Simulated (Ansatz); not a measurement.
# Au(111) with 4 thermally displaced layers, 2x2: scattering by thermal displacements

How much do lattice vibrations at 180 K scatter the electrons of Au? Layers with random displacements are laid between perfect leads, and the resistance is followed against their length.

Method: Ansatz plane-wave DFT, PBE, PAW files; ballistic transport by layer matching (Landauer), zero bias; PAW set soft_1, in Ansatz 0.2.0.

### Step 1. Set-up

The cell holds 40 atoms: 40 Au. Its edges and angles: a = 5.768 Å, b = 5.768 Å, c = 23.605 Å, α = 93.5°, β = 86.5°, γ = 120.0°. It derives from Au. Regions: lead, 24 atoms (24 Au); scattering region, 16 atoms (16 Au). The structure is stacked along c, and the current runs across the ab planes.

### Step 2. With 4 displaced layers

Each atom of 4 layers is moved at random, by amounts drawn from a normal law 0.0707 Å wide in each direction from the Debye model (165 K) at 180 K. The layers about the cell's end stay perfect and serve as the lead. Disorder leaves little or no symmetry, which makes such runs dear. Energies from -0.05 to 0.05 eV in steps of 0.05 eV are too few for the program's thermal sum, so it prints no conductance; for a metal the transmission near the Fermi level serves, at a fraction of the cost.

input.yaml

```yaml
crystal:
  lattice:
    - [5.7675164607, 0.0, 0.0]
    - [-2.8837582304, 4.9948157718, 0.0]
    - [1.4418791152, -0.8324692953, 23.5457873532]
  atoms:
    - { symbol: Au, position: [0.9916666667, 0.0083333333, 0.05] }
    - { symbol: Au, position: [0.9916666667, 0.5083333333, 0.05] }
    - { symbol: Au, position: [0.4916666667, 0.0083333333, 0.05] }
    - { symbol: Au, position: [0.4916666667, 0.5083333333, 0.05] }
    - { symbol: Au, position: [0.1416666667, 0.3583333333, 0.15] }
    - { symbol: Au, position: [0.1416666667, 0.8583333333, 0.15] }
    - { symbol: Au, position: [0.6416666667, 0.3583333333, 0.15] }
    - { symbol: Au, position: [0.6416666667, 0.8583333333, 0.15] }
    - { symbol: Au, position: [0.2916666667, 0.2083333333, 0.25] }
    - { symbol: Au, position: [0.2916666667, 0.7083333333, 0.25] }
    - { symbol: Au, position: [0.7916666667, 0.2083333333, 0.25] }
    - { symbol: Au, position: [0.7916666667, 0.7083333333, 0.25] }
    - { symbol: Au, position: [0.9486153851, 0.073511438, 0.3522266152] }
    - { symbol: Au, position: [0.9625999344, 0.5806420415, 0.3463803183] }
    - { symbol: Au, position: [0.4246893339, 0.0395868841, 0.3496764737] }
    - { symbol: Au, position: [0.4535056743, 0.5582708315, 0.3514888772] }
    - { symbol: Au, position: [0.0697397807, 0.4099610154, 0.4472769079] }
    - { symbol: Au, position: [0.1192298521, 0.9213607713, 0.4528504166] }
    - { symbol: Au, position: [0.5949654773, 0.4173369401, 0.4519753116] }
    - { symbol: Au, position: [0.5839826637, 0.9012361477, 0.4496553953] }
    - { symbol: Au, position: [0.2301809551, 0.2497793102, 0.549149167] }
    - { symbol: Au, position: [0.2389599581, 0.7683811495, 0.5452077596] }
    - { symbol: Au, position: [0.7476076845, 0.2492059344, 0.5483608183] }
    - { symbol: Au, position: [0.7242116187, 0.7561678118, 0.5492563977] }
    - { symbol: Au, position: [0.8901890522, 0.1008252652, 0.6502815024] }
    - { symbol: Au, position: [0.9171533333, 0.6138351885, 0.6482774988] }
    - { symbol: Au, position: [0.4021408308, 0.1068074798, 0.6517831048] }
    - { symbol: Au, position: [0.3973758942, 0.601832284, 0.6442043224] }
    - { symbol: Au, position: [0.0416666667, 0.4583333333, 0.75] }
    - { symbol: Au, position: [0.0416666667, 0.9583333333, 0.75] }
    - { symbol: Au, position: [0.5416666667, 0.4583333333, 0.75] }
    - { symbol: Au, position: [0.5416666667, 0.9583333333, 0.75] }
    - { symbol: Au, position: [0.1916666667, 0.3083333333, 0.85] }
    - { symbol: Au, position: [0.1916666667, 0.8083333333, 0.85] }
    - { symbol: Au, position: [0.6916666667, 0.3083333333, 0.85] }
    - { symbol: Au, position: [0.6916666667, 0.8083333333, 0.85] }
    - { symbol: Au, position: [0.8416666667, 0.1583333333, 0.95] }
    - { symbol: Au, position: [0.8416666667, 0.6583333333, 0.95] }
    - { symbol: Au, position: [0.3416666667, 0.1583333333, 0.95] }
    - { symbol: Au, position: [0.3416666667, 0.6583333333, 0.95] }
kpoints:
  mp_grid: { grid: [5, 5, 1] }
hamiltonian:
  xc: pbe
  pseudopotentials: { kind: paw, azcp: { folder: soft_1 } }
scf:
  occupations: { method: fermi_dirac, width: 0.1 }
output:
  transmission:
    leads: [[0, 4]]
    kmesh: [10, 10]
    e_range: [-0.05, 0.05]
    de: 0.05
  write_potential: true
  write_density: true
  volumetric_format: npy
  elf: true
```

The run is started by

```bash
ansatz run input.yaml --threads 4 --pin off --max-ram 15360MiB --backend cpu --events-out ev --progress --plain --runs-dir out
```

Numbers of over 12 decimals in the logs are rounded to 6 here.

Output:

```text
Engine: ansatz 0.2.0, aarch64-unknown-linux-gnu
Pseudopotentials: kind: paw
Pseudopotential: Au, paw, valence charge 19, recommended cutoff 420 eV (normal), soft_1/Au.paw.azcp
Functional definition: PBE
  parameter kappa = 0.804
  parameter beta = 0.066725
  exchange = pbe_x(kappa = kappa, mu = beta*pi^2/3)
  correlation = pbe_c(beta = beta)
Crystal: 40 atoms, lattice volume = 678.300 Å³
Basis set: ecut = 420 eV, 13321 PW (Γ)
Bands: 456, of which v1, the nominal top of the filled ones, is band 380 counted from 1 (379 counted from 0)
Symmetry: 1 space group operations
Space group: P1 (ITA 1), of the structure as read, at distance tolerance 8.8e-5 Å
k-points: 13 of 25 (time reversal used)
Non-local potential: Au, projectors of the file, l = 0: 3, l = 1: 2, l = 2: 2, l = 3: 1
PAW form: soft (Blöchl's): semilocal exchange-correlation on the pseudo side does not see the compensation charge
PAW one-centre angular grid: Au, 590 points (default); XC on 64 Gauss nodes
Initial density: superposition of atomic densities (chi_scale 0.1, normalization cell)
Initial wavefunctions: pseudopotential atomic-orbital guess
Functional: x = pbe(κ = 0.804, μ = 0.219515), c = pbe(β = 0.066725)
SCF iter   1: F=—  HF=-526056.536053 eV  |F-HF|=—  |Δ(HF+E_count)|=         —  Δρ=6.76e-2  dr2=3.40e1  ethr=3.10e-3  ⟨swp⟩=4.0  Hψ=17659  notcnv=0  defer=91
preconditioner: auto → Kerker (q_TF=auto, 2.781 Å⁻¹)  [metal: Δε(μ)=0.005 eV  Ē_g=10.176 eV  σ=0.100 eV  W_gap=0.01  n_scr=260 (ndim 8)  ℏωp=29.9 eV  f_vac=0.000  D(μ)=18.50/eV (n_scr^D=122)]
SCF iter   2: F=—  HF=-526048.439527 eV  |F-HF|=—  |Δ(HF+E_count)|=    8.10e0  Δρ=3.10e-2  dr2=6.93e0  ethr=3.10e-3  ⟨swp⟩=2.9  Hψ=9822  notcnv=0  defer=714
SCF iter   3: F=—  HF=-526046.495853 eV  |F-HF|=—  |Δ(HF+E_count)|=    1.94e0  Δρ=7.43e-3  dr2=2.23e-1  ethr=9.12e-4  ⟨swp⟩=2.0  Hψ=8243  notcnv=0  defer=714
SCF iter   4: F=—  HF=-526046.557287 eV  |F-HF|=—  |Δ(HF+E_count)|=   6.14e-2  Δρ=1.30e-3  dr2=6.93e-3  ethr=2.94e-5  ⟨swp⟩=2.7  Hψ=11804  notcnv=0  defer=714
SCF iter   5: F=—  HF=-526046.560863 eV  |F-HF|=—  |Δ(HF+E_count)|=   3.58e-3  Δρ=2.95e-4  dr2=7.07e-4  ethr=9.12e-7  ⟨swp⟩=2.0  Hψ=8075  notcnv=0  defer=714
SCF iter   6: F=—  HF=-526046.560888 eV  |F-HF|=—  |Δ(HF+E_count)|=   2.50e-5  Δρ=8.33e-5  dr2=9.98e-5  ethr=9.31e-8  ⟨swp⟩=2.8  Hψ=7994  notcnv=0  defer=714
SCF iter   7: F=—  HF=-526046.561291 eV  |F-HF|=—  |Δ(HF+E_count)|=   4.03e-4  Δρ=3.41e-5  dr2=1.20e-5  ethr=1.31e-8  ⟨swp⟩=2.0  Hψ=9579  notcnv=0  defer=714
SCF iter   8: F=—  HF=-526046.561290 eV  |F-HF|=—  |Δ(HF+E_count)|=   6.35e-7  Δρ=6.14e-6  dr2=1.33e-6  ethr=1.58e-9  ⟨swp⟩=2.2  Hψ=7953  notcnv=0  defer=714
SCF iter   9: F=—  HF=-526046.561290 eV  |F-HF|=—  |Δ(HF+E_count)|=   2.07e-8  Δρ=1.60e-6  dr2=1.49e-7  ethr=1.75e-10  ⟨swp⟩=1.1  Hψ=5218  notcnv=0  defer=714
SCF iter  10: F=-526046.561290 eV  HF=-526046.561290 eV  |F-HF|=2.89e-8  |Δ(HF+E_count)|=   3.03e-9  Δρ=1.12e-6  dr2=3.09e-8  ethr=1.32e-11  ⟨swp⟩=8.5  Hψ=22261  notcnv=0
SCF 1 converged in 10 iterations: F = -526046.561290 eV  dr2 = 3.09e-8
  greatest PAW one-centre occupation: 1.000 electrons in one spin orbital (limit 2), on the Au atom at site 25 (counted from 0), in its partial waves of l = 0
transmission: 162 of 1560 steps passed
transmission: 315 of 1560 steps passed
[...]
transmission: 1560 of 1560 steps passed
SCF converged after 10 iterations
Free energy (F): -526046.561290 eV
Harris-Foulkes:  -526046.561290 eV  (|F-HF|=2.89e-8)
Internal energy: -526046.081436 eV  (E = F + TS)
E sigma→0 (E₀):  -526046.321363 eV
Entropy (-TS):   -0.479854 eV (-11.996 meV/atom)
Fermi energy:    20.729876 eV
--- Per-component energies (eV) ---
  E_band       = -8240.624846
  E_kinetic    = 23141.849522
  E_local      = -67879.470732  (includes V_loc(G=0)·N_el)
  E_nonlocal   = 3921.264951
  E_hartree    = 29448.386222
  E_xc         = -8624.371924
  E_vxc        = -10476.227803  (∫ρ·V_xc dr)
  E_paw        = -389264.669929  (= ΣΔE_a)
  E_vpaw       = -15844.883946  (= ΣTr[D̂ρ^β])
  E_aug_tail   = 0.067177  (compensation charges beyond the density's cutoff)
  E_ewald      = -116789.136724
  E_smearing   = -0.479854  (= −TS)
  E_closure    = 0.000000  (closes the sum)
  Σ components = -526046.561290   (vs F -526046.561290, Δ=0.00e0)
--- Band table (eV; the first three rows and the last of 13) ---
  k-point 0: bands = [... 376 lower, 20.7855, 21.2089, 21.2399, 21.2622, 21.2742, 21.5408, 21.5711, 21.6596, ... 72 higher]
  k-point 1: bands = [... 376 lower, 20.3431, 20.4272, 20.4987, 20.6516, 20.7571, 20.8594, 20.9584, 21.0641, ... 72 higher]
  k-point 2: bands = [... 376 lower, 20.5180, 20.5409, 20.5588, 20.5970, 20.6468, 20.8258, 20.8632, 21.0648, ... 72 higher]
  k-point 12: bands = [... 376 lower, 19.5207, 20.1988, 20.3664, 20.7102, 20.7707, 20.8133, 21.2662, 22.2469, ... 72 higher]
--- Transmission ---
  basis      : 253 plane waves across, 30 finite elements along
  points     : 52, standing for a mesh of 10 x 10
  energies   : 3 from -0.050000 to 0.050000 eV about the Fermi level, 0.050000 eV apart; the leads are filled to 0.000000 eV, and channels, transmission and decay are at 0.000000 eV
  crystal 0  : Au4, at the sites [0, 4], period 2.3546 Å, over 14.13 Å; its Hamiltonian steps by up to 5.0 meV
    offset         : up to 0.0000 Å between an atom of the period and one for which it stands
    channels       : 3.210000e0 a spin
    conductance    : none, the energies end too early or step too widely for 300 K: set another output.transmission.e_range or a lower de, or, where they end at an eighth of basis.ecutwfc, a higher one
  junction   : crystal 0 to crystal 0, 0.70 to 21.89 Å
    transmission   : 3.153975e0 a spin
    conductance    : none, the energies end too early or step too widely for 300 K: set another output.transmission.e_range or a lower de, or, where they end at an eighth of basis.ecutwfc, a higher one
```

It took 13 min on 4 threads of Arm Neoverse V2, shared host; peak memory 6.5 GiB; 44 min of CPU time.

In the SCF lines HF is the Harris–Foulkes energy and dr2 the Hartree energy of the density residual, in eV; the loop may stop once dr2 is under the threshold and the program's other checks hold. Hψ counts applications of the Hamiltonian.

This step gave:

- free energy: -526046.5613 eV
- energy at zero smearing: -526046.3214 eV
- Fermi energy: 20.73 eV
- cell area: 28.81 Å²
- transmission per spin nearest the Fermi level: 3.154
- open channels per spin nearest the Fermi level: 3.21
- step of the lead's potential: 5 meV

Per spin. The transmission, zone mean stays at 3.15 for energy from -0.05 to 0.05 eV.

Per spin. The open channels, zone mean, lead stays at 3.21 for energy from -0.05 to 0.05 eV.

Transmission over k1 and k2. At 0.0000 eV from the Fermi level.

Ten even steps from '_' (2.90) to '@' (3.88):
```
__@@____..@@________
____@@__..@@________
______@@__%%________
____________________
@@%%%%**______**%%%%
____________________
__________%%__@@____
__________@@..__@@__
__________@@..____@@
@@____..__@@__..____
```
Columns: k1 (b1) from -0.5 to 0.4; rows upwards: k2 (b2) from -0.5 to 0.4.

Open channels over k1 and k2. At 0.0000 eV from the Fermi level.

Ten even steps from '_' (3.00) to '@' (4.00):
```
__@@______@@________
____@@____@@________
______@@__@@________
____________________
@@@@@@@@______@@@@@@
____________________
__________@@__@@____
__________@@____@@__
__________@@______@@
@@________@@________
```
Columns: k1 (b1) from -0.5 to 0.4; rows upwards: k2 (b2) from -0.5 to 0.4.

Valence density in the ca plane at fractional y = 0.040, with atoms of Au within 0.2 Å of it. It is the smooth field of the valence electrons, not physical close to the nuclei.

Values in e/Å³, 8 rows by 16 columns, each cell a mean:
```
 0  0  0  1  9  3  0  0  0  0  0  6  2  0  1  0
 0  0  1  0  2  1  0  0  0  0  0  5  2  0  0  0
 1  1  1  0  0  0  2  2  0  1  0  1  0  2  3  0
 0  0  0  0  4  1  1  1  0  0  0  1  0  3  5  0
 0  0  0  1 10  3  0  0  0  0  0  6  3  1  1  0
 0  0  1  0  3  1  1  1  0  0  0  4  2  0  0  0
 1  1  1  0  0  0  2  3  0  1  0  0  0  2  3  0
 0  0  0  0  4  1  1  1  0  0  0  1  0  3  5  0
```
Columns run along c (16.0 Å, from fractional 0.16 to 0.84 of the cell), rows up along a (5.8 Å). Atoms in or near the plane, at fractional coordinates: Au at (0.35, 0.95), Au at (0.35, 0.42).

Electrostatic potential energy in the ca plane at fractional y = 0.040, with atoms of Au within 0.2 Å of it. With pseudopotentials it is smooth inside the atoms' cores, unlike the true potential.

Ten even steps from '0' (-27 eV) to '9' (23 eV), each cell a mean:
```
99999999984000169999999999999841126997557999
99999999995100169999999999999720004899989999
89998778998422589988999999999830004899999999
68997557999877899755689998999963237998778999
68997546899999999632479987899998789984225899
89998778999878999632479987899999999962002799
99999999997323699865689998899998789962002799
99999999984000279998999999999963247985225899
99999999983000169999999999999840014898778999
89999889995100379988899999999830004899999999
78998668998644699854589999999962125899899999
68997446899988999621269988899987568986557999
78998657999989999621258987899999999973013899
99999888998655799853479988899999999961002699
99999999996100389988899999999986679973003799
```
Columns run along c (16.0 Å, from fractional 0.16 to 0.84 of the cell; values clipped at the 3rd and 97th percentile), rows up along a (5.8 Å). Atoms in or near the plane, at fractional coordinates: Au at (0.35, 0.95), Au at (0.35, 0.42).

ELF in the ca plane at fractional y = 0.040, with atoms of Au within 0.2 Å of it. It is the smooth field of the valence electrons, not physical close to the nuclei.

Ten even steps from '0' (0.12) to '9' (0.77), each cell a mean:
```
00000011114698531111000011111245653112443111
11001111113677531111000001111257864211111001
21112222112455421112100011111256764211110001
32112443111222211234311111111135543112221101
32112443100111111355421122210012221124554211
21112332111222111355421122210001111135665311
10001111113454311234321111110012221135665311
00000111124687521112110011110135542124554211
10000111124798531111100011111246764212232101
21001221113576521122110011111246764211111001
32112332112344311244421111110135653111111001
32113443111121111355531112110023332113443101
21112343101111111355531122210001111135664211
11001221111343211244431122210011111135765311
00000111113566421122211111110123321125665311
```
Columns run along c (16.0 Å, from fractional 0.16 to 0.84 of the cell), rows up along a (5.8 Å). Atoms in or near the plane, at fractional coordinates: Au at (0.35, 0.95), Au at (0.35, 0.42).

Over the solved energies the transmission per spin lies between 3.15 and 3.15, out of 3.21 channels of the lead on average (up to 3.21).

(Continued in part 2 of 2.)

[Logs are printed without paths, hosts, clocks, repeated set-up lines and the standing remarks that a program may print on its own settings, such as how far it seeks lower states.]

[Hosts, paths, dates, database ids (printed as entryN), source tags and the programs' standing remarks are cut or masked in the printed files.]
